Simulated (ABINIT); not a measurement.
# A GW chain in ABINIT: MgO2 (R-3m), part 2 of 3

Aim: the G0W0 gap of MgO2 (R-3m) on LDA, step by step.

ABINIT 10.8.3; LDA and many-body steps on it, plane waves. Known limits of the many-body steps: not at the basis limit; coarse k mesh.

So far. Step 2 (Ground state): The gap is direct, at (0.500, 0.500, 0.500).

### 3. Bands along the symmetry lines

Level of this step: DFT, LDA, plane waves, norm-conserving pseudopotentials (ABINIT).

Levels along a band path, at the cheap level, show where the edges lie and whether the meshes to come will hold them.

Contents of run.abi:

```
acell 3*1.0 Angstrom
rprim 
  1.604761016024 0.926509204586 3.493978874900
  -1.604761016024 0.926509204586 3.493978874900
  0.000000000000 -1.853018409173 3.493978874900
ntypat 2
znucl 12 8
natom 3
typat 1 2 2
xred 
  0.000000000000 0.000000000000 0.000000000000
  0.428786000000 0.428786000000 0.428786000000
  0.571214000000 0.571214000000 0.571214000000
pp_dirpath "pseudos"
pseudos "Mg.upf, O.upf"
ecut 38
iscf -2
irdden 1
kptopt 0
nkpt 59
kpt 
  0.00000000 0.00000000 0.00000000
  0.06250000 0.06250000 0.06250000
  0.12500000 0.12500000 0.12500000
  0.18750000 0.18750000 0.18750000
  0.25000000 0.25000000 0.25000000
  0.31250000 0.31250000 0.31250000
  0.37500000 0.37500000 0.37500000
  0.43750000 0.43750000 0.43750000
  0.50000000 0.50000000 0.50000000
  0.53580694 0.46419306 0.50000000
  0.57161387 0.42838613 0.50000000
  0.60742081 0.39257919 0.50000000
  0.64322775 0.35677225 0.50000000
  0.67903468 0.32096532 0.50000000
  0.71484162 0.28515838 0.50000000
  0.75064855 0.24935145 0.50000000
  0.78645549 0.21354451 0.50000000
  0.50000000 -0.21354451 0.21354451
  0.50000000 -0.18685145 0.18685145
  0.50000000 -0.16015838 0.16015838
  0.50000000 -0.13346532 0.13346532
  0.50000000 -0.10677225 0.10677225
  0.50000000 -0.08007919 0.08007919
  0.50000000 -0.05338613 0.05338613
  0.50000000 -0.02669306 0.02669306
  0.50000000 0.00000000 0.00000000
  0.43750000 0.00000000 0.00000000
  0.37500000 0.00000000 0.00000000
  0.31250000 0.00000000 0.00000000
  0.25000000 0.00000000 0.00000000
  0.18750000 0.00000000 0.00000000
  0.12500000 0.00000000 0.00000000
  0.06250000 0.00000000 0.00000000
  0.00000000 0.00000000 0.00000000
  0.04459653 -0.04459653 0.00000000
  0.08919307 -0.08919307 0.00000000
  0.13378960 -0.13378960 0.00000000
  0.17838613 -0.17838613 0.00000000
  0.22298266 -0.22298266 0.00000000
  0.26757919 -0.26757919 0.00000000
  0.31217573 -0.31217573 0.00000000
  0.35677226 -0.35677226 -0.00000000
  0.64322774 0.00000000 0.35677226
  0.62532427 0.00000000 0.37467573
  0.60742081 0.00000000 0.39257919
  0.58951734 0.00000000 0.41048266
  0.57161387 0.00000000 0.42838613
  0.55371040 0.00000000 0.44628960
  0.53580693 0.00000000 0.46419307
  0.51790347 0.00000000 0.48209653
  0.50000000 0.00000000 0.50000000
  0.43750000 0.00000000 0.43750000
  0.37500000 0.00000000 0.37500000
  0.31250000 0.00000000 0.31250000
  0.25000000 0.00000000 0.25000000
  0.18750000 0.00000000 0.18750000
  0.12500000 0.00000000 0.12500000
  0.06250000 0.00000000 0.06250000
  0.00000000 0.00000000 0.00000000
istwfk *1
nband 18
nbdbuf 2
tolwfr 1e-08
nstep 40
prtwf 0
prtvol 0
indata_prefix "in"
outdata_prefix "out"
tmpdata_prefix "tmp"
```

Launch:

```bash
$ OMP_NUM_THREADS=1 mpirun -n 8 abinit run.abi > log
```

Numbers of over 12 decimals in the logs are rounded to 6 here.

Log:

```text
.Version 10.8.3 of ABINIT. v10.8.2 released Aug 2026.

 Symmetries : space group R-3 m (#166); Bravais hR (rhombohedral)
[... echo of the input left out ...]
== DATASET  1 ==================================================================
-   mpi_nproc: 8, omp_nthreads: 1 (-1 if OMP is not activated)

--- !DatasetInfo
iteration_state: {dtset: 1, }
dimensions: {natom: 3, nkpt: 59, mband: 18, nsppol: 1, nspinor: 1, nspden: 1, mpw: 2385, }
cutoff_energies: {ecut:  38.0, pawecutdg:  -1.0, }
electrons: {nelect:   2.20000000E+01, charge:   0.00000000E+00, occopt:   1.00000000E+00, tsmear:   1.00000000E-02, }

 Real(R)+Recip(G) space primitive vectors, cartesian coordinates (Bohr,Bohr^-1):
 R(1)=  3.0325588  1.7508486  6.6026632  G(1)=  0.1648773  0.0951919  0.0504847
 R(2)= -3.0325588  1.7508486  6.6026632  G(2)= -0.1648773  0.0951919  0.0504847
 R(3)=  0.0000000 -3.5016973  6.6026632  G(3)=  0.0000000 -0.1903839  0.0504847
 Unit cell volume ucvol=  2.1034308E+02 bohr^3
 Angles (23,13,12)=  4.78776427E+01  4.78776427E+01  4.78776427E+01 degrees

 getcut: wavevector=  0.0000  0.0000  0.0000  ngfft=  45  45  45
         ecut(hartree)=     38.000   => boxcut(ratio)=   2.12191

--- Pseudopotential description ------------------------------------------------
- Mg Generated using ONCVPSP code by D. R. Hamann
- 12.00000  10.00000  180309                  znucl, zion, pspdat
12 -1012 1 -1 1510                            pspcod,pspxc,lmax,lloc,mmax
     nproj     2     2     0
  pspatm : epsatm=    9.23542517
         --- l  ekb(1:nproj) -->
             0    2.239033   -0.828749
             1   -6.545315   -2.523783
 pspatm: atomic psp has been read  and splines computed

- O Generated using ONCVPSP code by D. R. Hamann
-  8.00000   6.00000  201201                  znucl, zion, pspdat
12 -1012 2 -1 926                             pspcod,pspxc,lmax,lloc,mmax
     nproj     2     2     1
  pspatm : epsatm=    6.27558587
         --- l  ekb(1:nproj) -->
             0    6.026028    0.816167
[...]
2   -1.033686
 pspatm: atomic psp has been read  and splines computed

--------------------------------------------------------------------------------

================================================================================
 prteigrs : about to open file out_EIG
 Non-SCF case, kpt    1 (  0.00000  0.00000  0.00000), residuals and eigenvalues=
  5.78E-09  9.94E-09  1.43E-09  1.95E-09  4.52E-09  5.70E-09  9.36E-10  7.38E-10
  5.72E-09  1.22E-09  6.94E-09  3.93E-09  5.38E-09  1.65E-09  2.71E-09  8.92E-09
  9.69E-09  1.71E-08
 -2.5560E+00 -1.3596E+00 -1.3585E+00 -1.3585E+00 -6.5640E-01 -4.0422E-01
 -1.6901E-01 -5.0411E-03 -5.0411E-03  8.7391E-02  8.7391E-02  2.7803E-01
  2.8643E-01  5.5165E-01  6.1875E-01  6.5385E-01  6.5385E-01  7.1279E-01
 Non-SCF case, kpt    2 (  0.06250  0.06250  0.06250), residuals and eigenvalues=
[...]
7.51E-09  6.56E-09
[...]
Non-SCF case, kpt    3 (  0.12500  0.12500  0.12500), residuals and eigenvalues=
[...]
Non-SCF case, kpt   58 (  0.06250  0.00000  0.06250), residuals and eigenvalues=
[...]
Non-SCF case, kpt   59 (  0.00000  0.00000  0.00000), residuals and eigenvalues=
[...]
-1.6901E-01 -5.0411E-03 -5.0411E-03  8.7391E-02  8.7391E-02  2.7803E-01
  2.8643E-01  5.5165E-01  6.1875E-01  6.5385E-01  6.5385E-01  7.1279E-01

--- !ResultsGS
iteration_state: {dtset: 1, }
comment   : Summary of ground state results
lattice_vectors:
- [  3.0325588,   1.7508486,   6.6026632, ]
- [ -3.0325588,   1.7508486,   6.6026632, ]
- [  0.0000000,  -3.5016973,   6.6026632, ]
lattice_lengths: [   7.47376,    7.47376,    7.47376, ]
lattice_angles: [ 47.878,  47.878,  47.878, ] # degrees, (23, 13, 12)
lattice_volume:   2.1034308E+02
convergence: {deltae:  0.000E+00, res2:  0.000E+00, residm:  9.977E-09, diffor:  0.000E+00, }
etotal    :  -9.23178579E+01
entropy   :   0.00000000E+00
fermie    :   1.16851079E-01
cartesian_stress_tensor: null
pressure_GPa: null
xred      :
- [  0.0000E+00,   0.0000E+00,   0.0000E+00, Mg]
- [  4.2879E-01,   4.2879E-01,   4.2879E-01,  O]
- [  5.7121E-01,   5.7121E-01,   5.7121E-01,  O]
cartesian_forces: null
force_length_stats: {min: null, max: null, mean: null, }

 Integrated electronic density in atomic spheres:
 ------------------------------------------------
 Atom  Sphere_radius  Integrated_density
[...]
================================================================================

 ----iterations are completed or convergence reached----

 Mean square residual over all n,k,spin=   43.450E-10; max=  99.767E-10
 reduced coordinates (array xred) for    3 atoms
[...]
0.428786000000      0.428786000000      0.428786000000
       0.571214000000      0.571214000000      0.571214000000

 cartesian coordinates (angstrom) at end:
    1      0.000000     0.000000     0.000000
    2     -0.000000    -4.3e-13     4.494508
    3     -0.000000    -5.7e-13     5.987429
 length scales=  1.889726125908  1.889726125908  1.889726125908 bohr
              =  1.000000000000  1.000000000000  1.000000000000 angstroms
 prteigrs : about to open file out_EIG
 Eigenvalues (hartree) for nkpt=  59  k points:
 kpt#   1, nband= 18, wtk=  1.00000, kpt=  0.0000  0.0000  0.0000 (reduced coord)
[...]
kpt#   2, nband= 18, wtk=  1.00000, kpt=  0.0625  0.0625  0.0625 (reduced coord)
[...]
kpt#   3, nband= 18, wtk=  1.00000, kpt=  0.1250  0.1250  0.1250 (reduced coord)
[...]
kpt#  58, nband= 18, wtk=  1.00000, kpt=  0.0625  0.0000  0.0625 (reduced coord)
[...]
0.65492    0.70506
 kpt#  59, nband= 18, wtk=  1.00000, kpt=  0.0000  0.0000  0.0000 (reduced coord)
  -2.55598   -1.35956   -1.35854   -1.35854   -0.65640   -0.40422   -0.16901   -0.00504
  -0.00504    0.08739    0.08739    0.27803    0.28643    0.55165    0.61875    0.65385
   0.65385    0.71279

== END DATASET(S) ==============================================================
================================================================================

 -outvars: echo values of variables after computation  --------
            nband          18
             nkpt          59
          spgroup         166
 [... the other variables as echoed above ...]

 Calculation completed.
```

Run time: 17 s. Hardware: 8 MPI ranks of Intel Xeon Platinum 8375C at 2.90GHz (Ice Lake), shared host; peak memory 0.59 GiB; 2.3 min of CPU time.

This step gave:

| Property | Result |
| --- | --- |
| gap | 2.137 eV |
| k of the valence top | 0.5, 0.5, 0.5 |
| k of the conduction bottom | 0.5, 0.5, 0.5 |
| least direct gap | 2.137 eV |

The gap is 2.137 eV, as in the run before at this level.

Electronic bands along the path, in eV, zero at the top of the highest filled band:

| point | band 8 | band 9 | band 10 | band 11 | band 12 | band 13 | band 14 | band 15 |
| --- | --- | --- | --- | --- | --- | --- | --- | --- |
| Γ | -3.32 | -3.32 | -0.80 | -0.80 | 4.39 | 4.61 | 11.83 | 13.66 |
| halfway | -3.60 | -3.60 | -0.37 | -0.37 | 2.97 | 5.45 | 9.33 | 14.00 |
| T | -3.83 | -3.83 | 0.00 | 0.00 | 2.14 | 4.73 | 9.13 | 13.89 |
| halfway | -4.46 | -4.14 | -1.23 | -0.20 | 2.87 | 6.70 | 9.92 | 11.22 |
| H2 | -5.09 | -4.70 | -2.09 | -0.69 | 3.65 | 9.55 | 9.82 | 12.25 |
| jump to H0 | -5.09 | -4.70 | -2.09 | -0.69 | 3.65 | 9.55 | 9.82 | 12.25 |
| halfway | -5.80 | -4.15 | -1.69 | -1.01 | 3.93 | 9.47 | 9.78 | 12.70 |
| L | -6.08 | -3.65 | -1.27 | -1.13 | 3.97 | 8.38 | 9.92 | 12.30 |
| halfway | -4.69 | -3.49 | -1.08 | -1.04 | 4.36 | 6.42 | 11.49 | 12.10 |
| Γ | -3.32 | -3.32 | -0.80 | -0.80 | 4.39 | 4.61 | 11.83 | 13.66 |
| halfway | -4.73 | -3.84 | -1.42 | -1.07 | 4.43 | 7.09 | 11.11 | 13.44 |
| S0 | -5.09 | -4.98 | -1.84 | -0.89 | 3.73 | 9.30 | 10.44 | 12.19 |
| jump to S2 | -5.09 | -4.98 | -1.84 | -0.89 | 3.73 | 9.30 | 10.44 | 12.19 |
| halfway | -5.29 | -4.64 | -2.08 | -0.37 | 3.46 | 8.19 | 10.63 | 12.11 |
| F | -5.40 | -4.33 | -2.19 | -0.12 | 3.33 | 7.56 | 10.72 | 12.09 |
| halfway | -4.38 | -3.89 | -1.56 | -0.41 | 3.89 | 6.69 | 10.92 | 11.51 |
| Γ | -3.32 | -3.32 | -0.80 | -0.80 | 4.39 | 4.61 | 11.83 | 13.66 |

The electronic bands as a text plot (rows in eV, shown from -8.0 to 8.1 only; labels by their first letter):

```
    7.8 |            +           +            +      +++++
    7.1 |                         +          +            +
    6.5 |           +              +       ++              ++
    5.8 |          +                +                        +
    5.1 |++++++ +++                  +    +                   ++
    4.4 |      +                 ++++++++++++++++             +++
    3.8 |++            ++++++++++                ++++    +++++
    3.1 |  ++       +++                              ++++
    2.4 |    +++++++
    1.7 |
    1.1 |
    0.4 |
   -0.3 |  *************                            **********
   -0.9 |**        **   ***********************  ***          ***
   -1.6 |            **    ****              *******      ****
   -2.3 |              ****                         ******
   -3.0 |
   -3.6 |**********          *****************             ******
   -4.3 |         *****  ****       *      ** ***    *********
   -5.0 |      ****   ****        **         ********   ***
   -5.6 |    **    ***    ***   **                   ***
   -6.3 |   *         ****** ***                  ********
   -7.0 |  *                *******           ****        ****
   -7.7 |**                        ***********                ***
         Γ     T       H|H     L        Γ        S|S   F        Γ
```

### 4. Empty states on the mesh, 4×4×4 mesh, 52 bands

The sums over transitions need many empty states on a uniform mesh; this step solves for them.

Contents of run.abi:

```
acell 3*1.0 Angstrom
rprim 
  1.604761016024 0.926509204586 3.493978874900
  -1.604761016024 0.926509204586 3.493978874900
  0.000000000000 -1.853018409173 3.493978874900
ntypat 2
znucl 12 8
natom 3
typat 1 2 2
xred 
  0.000000000000 0.000000000000 0.000000000000
  0.428786000000 0.428786000000 0.428786000000
  0.571214000000 0.571214000000 0.571214000000
pp_dirpath "pseudos"
pseudos "Mg.upf, O.upf"
ecut 38
ngkpt 4 4 4
nshiftk 1
shiftk 0 0 0
kptopt 1
chksymbreak 0
iscf -2
irdden 1
istwfk *1
nband 52
nbdbuf 4
tolwfr 1e-09
nstep 60
prtvol 0
indata_prefix "in"
outdata_prefix "out"
tmpdata_prefix "tmp"
```

Log:

```text
.Version 10.8.3 of ABINIT. v10.8.2 released Aug 2026.

 Symmetries : space group R-3 m (#166); Bravais hR (rhombohedral)
[... echo of the input left out ...]
== DATASET  1 ==================================================================
-   mpi_nproc: 8, omp_nthreads: 1 (-1 if OMP is not activated)
-    --> not optimal distribution: autoparal keyword recommended in input file <--

--- !DatasetInfo
iteration_state: {dtset: 1, }
dimensions: {natom: 3, nkpt: 13, mband: 52, nsppol: 1, nspinor: 1, nspden: 1, mpw: 2370, }
cutoff_energies: {ecut:  38.0, pawecutdg:  -1.0, }
electrons: {nelect:   2.20000000E+01, charge:   0.00000000E+00, occopt:   1.00000000E+00, tsmear:   1.00000000E-02, }

 Real(R)+Recip(G) space primitive vectors, cartesian coordinates (Bohr,Bohr^-1):
 R(1)=  3.0325588  1.7508486  6.6026632  G(1)=  0.1648773  0.0951919  0.0504847
 R(2)= -3.0325588  1.7508486  6.6026632  G(2)= -0.1648773  0.0951919  0.0504847
 R(3)=  0.0000000 -3.5016973  6.6026632  G(3)=  0.0000000 -0.1903839  0.0504847
 Unit cell volume ucvol=  2.1034308E+02 bohr^3
 Angles (23,13,12)=  4.78776427E+01  4.78776427E+01  4.78776427E+01 degrees

 getcut: wavevector=  0.0000  0.0000  0.0000  ngfft=  45  45  45
         ecut(hartree)=     38.000   => boxcut(ratio)=   2.12191

--- Pseudopotential description ------------------------------------------------
- Mg Generated using ONCVPSP code by D. R. Hamann
- 12.00000  10.00000  180309                  znucl, zion, pspdat
12 -1012 1 -1 1510                            pspcod,pspxc,lmax,lloc,mmax
     nproj     2     2     0
  pspatm : epsatm=    9.23542517
         --- l  ekb(1:nproj) -->
             0    2.239033   -0.828749
             1   -6.545315   -2.523783
 pspatm: atomic psp has been read  and splines computed

- O Generated using ONCVPSP code by D. R. Hamann
-  8.00000   6.00000  201201                  znucl, zion, pspdat
12 -1012 2 -1 926                             pspcod,pspxc,lmax,lloc,mmax
     nproj     2     2     1
  pspatm : epsatm=    6.27558587
         --- l  ekb(1:nproj) -->
             0    6.026028    0.816167
[...]
2   -1.033686
 pspatm: atomic psp has been read  and splines computed

--------------------------------------------------------------------------------

================================================================================
 prteigrs : about to open file out_EIG
 Non-SCF case, kpt    1 (  0.00000  0.00000  0.00000), residuals and eigenvalues=
  6.46E-10  4.36E-10  2.22E-10  9.58E-10  9.18E-11  1.72E-10  2.80E-10  2.01E-10
  2.74E-10  9.95E-11  2.03E-10  8.63E-10  4.31E-10  1.38E-10  2.56E-10  6.56E-11
  3.06E-10  1.05E-10  2.90E-10  9.16E-11  1.55E-10  6.78E-10  8.98E-11  8.86E-11
[...]
2.35E-09  5.62E-08  6.06E-07  5.52E-06
 -2.5560E+00 -1.3596E+00 -1.3585E+00 -1.3585E+00 -6.5640E-01 -4.0422E-01
 -1.6901E-01 -5.0411E-03 -5.0411E-03  8.7391E-02  8.7391E-02  2.7803E-01
  2.8643E-01  5.5165E-01  6.1875E-01  6.5385E-01  6.5385E-01  7.1279E-01
[...]
1.8103E+00  1.8647E+00  1.8647E+00  1.9122E+00  1.9613E+00  1.9659E+00
  2.1982E+00  2.2182E+00  2.2182E+00  2.2303E+00  2.2333E+00  2.2333E+00
  2.3083E+00  2.3083E+00  2.3735E+00  2.4087E+00
 prteigrs : prtvol=0 or 1, do not print more k-points.

--- !ResultsGS
iteration_state: {dtset: 1, }
comment   : Summary of ground state results
lattice_vectors:
- [  3.0325588,   1.7508486,   6.6026632, ]
- [ -3.0325588,   1.7508486,   6.6026632, ]
- [  0.0000000,  -3.5016973,   6.6026632, ]
lattice_lengths: [   7.47376,    7.47376,    7.47376, ]
lattice_angles: [ 47.878,  47.878,  47.878, ] # degrees, (23, 13, 12)
lattice_volume:   2.1034308E+02
convergence: {deltae:  0.000E+00, res2:  0.000E+00, residm:  9.984E-10, diffor:  0.000E+00, }
etotal    :  -9.23178579E+01
entropy   :   0.00000000E+00
fermie    :   1.16851079E-01
cartesian_stress_tensor: null
pressure_GPa: null
xred      :
- [  0.0000E+00,   0.0000E+00,   0.0000E+00, Mg]
- [  4.2879E-01,   4.2879E-01,   4.2879E-01,  O]
- [  5.7121E-01,   5.7121E-01,   5.7121E-01,  O]
cartesian_forces: null
force_length_stats: {min: null, max: null, mean: null, }

 Integrated electronic density in atomic spheres:
 ------------------------------------------------
 Atom  Sphere_radius  Integrated_density
[...]
================================================================================

 ----iterations are completed or convergence reached----

 Mean square residual over all n,k,spin=   36.592E-11; max=  99.842E-11
 reduced coordinates (array xred) for    3 atoms
[...]
0.428786000000      0.428786000000      0.428786000000
       0.571214000000      0.571214000000      0.571214000000

 cartesian coordinates (angstrom) at end:
    1      0.000000     0.000000     0.000000
    2     -0.000000    -4.3e-13     4.494508
    3     -0.000000    -5.7e-13     5.987429
 length scales=  1.889726125908  1.889726125908  1.889726125908 bohr
              =  1.000000000000  1.000000000000  1.000000000000 angstroms
 prteigrs : about to open file out_EIG
 Eigenvalues (hartree) for nkpt=  13  k points:
 kpt#   1, nband= 52, wtk=  0.01563, kpt=  0.0000  0.0000  0.0000 (reduced coord)
[...]
1.73066    1.73066    1.77524    1.77524    1.81027    1.86467    1.86467    1.91219
   1.96125    1.96587    2.19817    2.21819    2.21819    2.23029    2.23327    2.23327
   2.30829    2.30829    2.37346    2.40872
 prteigrs : prtvol=0 or 1, do not print more k-points.

== END DATASET(S) ==============================================================
================================================================================

 -outvars: echo values of variables after computation  --------
            nband          52
             nkpt          13
          spgroup         166
 [... the other variables as echoed above ...]

 Calculation completed.
```

Run time: 14 s. Hardware: 8 MPI ranks; peak memory 0.58 GiB; 1.8 min of CPU time.

This step gave:

* gap: 2.137 eV
* k of the valence top: 0.5, 0.5, 0.5
* k of the conduction bottom: 0.5, 0.5, 0.5
* least direct gap: 2.137 eV
* k points computed: 13
* lowest point of the top converged band, above the valence top: 56.4851 eV

On this mesh the gap is 2.137 eV.

(Part 2 of 3 ends here.)

[Paths, hosts, dates, memory and timing lines, banners, echoed tables and standing remarks are left out of the program output.]

[Logs are printed without paths, hosts, clocks, repeated set-up lines and the standing remarks that a program may print on its own settings, such as how far it seeks lower states.]

[Runs of the session that timed out or met a known fault of the program may be left out.]

[Hosts, paths, dates, database ids (printed as entryN), source tags and the programs' standing remarks are cut or masked in the printed files.]

[G0W0 gaps are taken among the corrected bands and points alone; a level outside them can change the order at an edge.]

[Where Ansatz stands beside ABINIT at settings called matched, ABINIT's density can come from a denser mesh and the files from another edition; pairs whose starting gaps differed by over 0.03 eV were left out, so agreement reads better than it is.]
